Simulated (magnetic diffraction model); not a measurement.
# KTmMo2: the ordered moment from one line

Space group P-42_1m (no. 113), a = 7.1760 Å, c = 4.6740 Å.

```
site  atom       x       y       z
  2c    Tm       0     1/2  0.2092
  4e    Mo  0.2020  0.7020  0.7209
  2a     K       0       0       0
```

This is a made-up structure (elements placed in a structure type, unrelaxed), so the numbers test the method and describe no known phase.

Only Tm is taken to order (form factors of Tm3+); orders and moment sizes are assumed, and not adapted to the symmetry. Radiation: neutrons of λ = 2.0775 Å, 5° to 55°; isotropic B of 0.21 Å² (Tm), 0.25 Å² (Mo) and 0.35 Å² (K). The intensities are simulated: I ∝ L Σ (|F_N|² + |F_M⊥|²) for unpolarised neutrons, with F_M = 2.695 fm/μB × Σ f(s) S exp(2πi Q·r) exp(−B s²) at Q = H ± k (one set where k and −k are equivalent), only the part normal to Q counting and L = 1/(sin²θ cos θ). For collinear order S is the moment m, which repeats by lattice and centring translations R with the sign exp(−2πi k·R). Form factors are spin-only for 3d ions and dipole or tabulated for f ions, scattering lengths are Sears's of 1992, and absorption is left out. A label names one of the reflections at its angle. The strongest nuclear line in the range is 100, and lines under 0.2 are left out.

In a first state the assumed order is k = (1/2 1/2 1/2), collinear moments along [111], 4.1 μB on Tm; signs + at (0, 1/2, 0.2092), + at (1/2, 0, 0.7908), with this pattern:

| 2θ (°) | index | nuclear | magnetic |
| --- | --- | --- | --- |
| 17.38 | (1/2 1/2 1/2) | 0.0 | 117.0 |
| 23.62 | (1 1 0) | 15.1 | 0.0 |
| 25.68 | (0 0 1) | 2.8 | 0.0 |
| 29.48 | (3/2 1/2 1/2) | 0.0 | 59.8 |
| 30.76 | (1 0 1) | 7.3 | 0.0 |
| 35.17 | (1 1 1) | 100.0 | 0.0 |
| 37.77 | (2 1 0) | 31.1 | 0.0 |
| 38.12 | (3/2 3/2 -1/2) | 0.0 | 21.1 |
| 40.82 | (1/2 1/2 3/2) | 0.0 | 20.0 |
| 42.81 | (2 0 1) | 26.1 | 0.0 |
| 45.34 | (5/2 1/2 1/2) | 0.0 | 26.3 |
| 46.24 | (2 1 1) | 84.3 | 0.0 |
| 47.70 | (3/2 1/2 3/2) | 0.0 | 29.4 |
| 48.34 | (2 2 0) | 74.4 | 0.0 |
| 51.75 | (5/2 3/2 1/2) | 0.0 | 15.8 |
| 52.78 | (0 0 2) | 18.4 | 0.0 |
(The table stops after 16 lines; 1 more lie at higher angle.)

**Question.** Nearer the ordering temperature the line at 17.38° has total intensity 57.3 on the same scale, and all moments have shrunk alike. How large is the Tm moment?

The nuclear part, 0.0, stays, so the magnetic part is 57.3 against 117.0. It goes as m², so m = 4.1 × √(57.3/117.0) = 2.87 μB; the value used was 2.87 μB.

[Logs are printed without paths, hosts, clocks, repeated set-up lines and the standing remarks that a program may print on its own settings, such as how far it seeks lower states.]
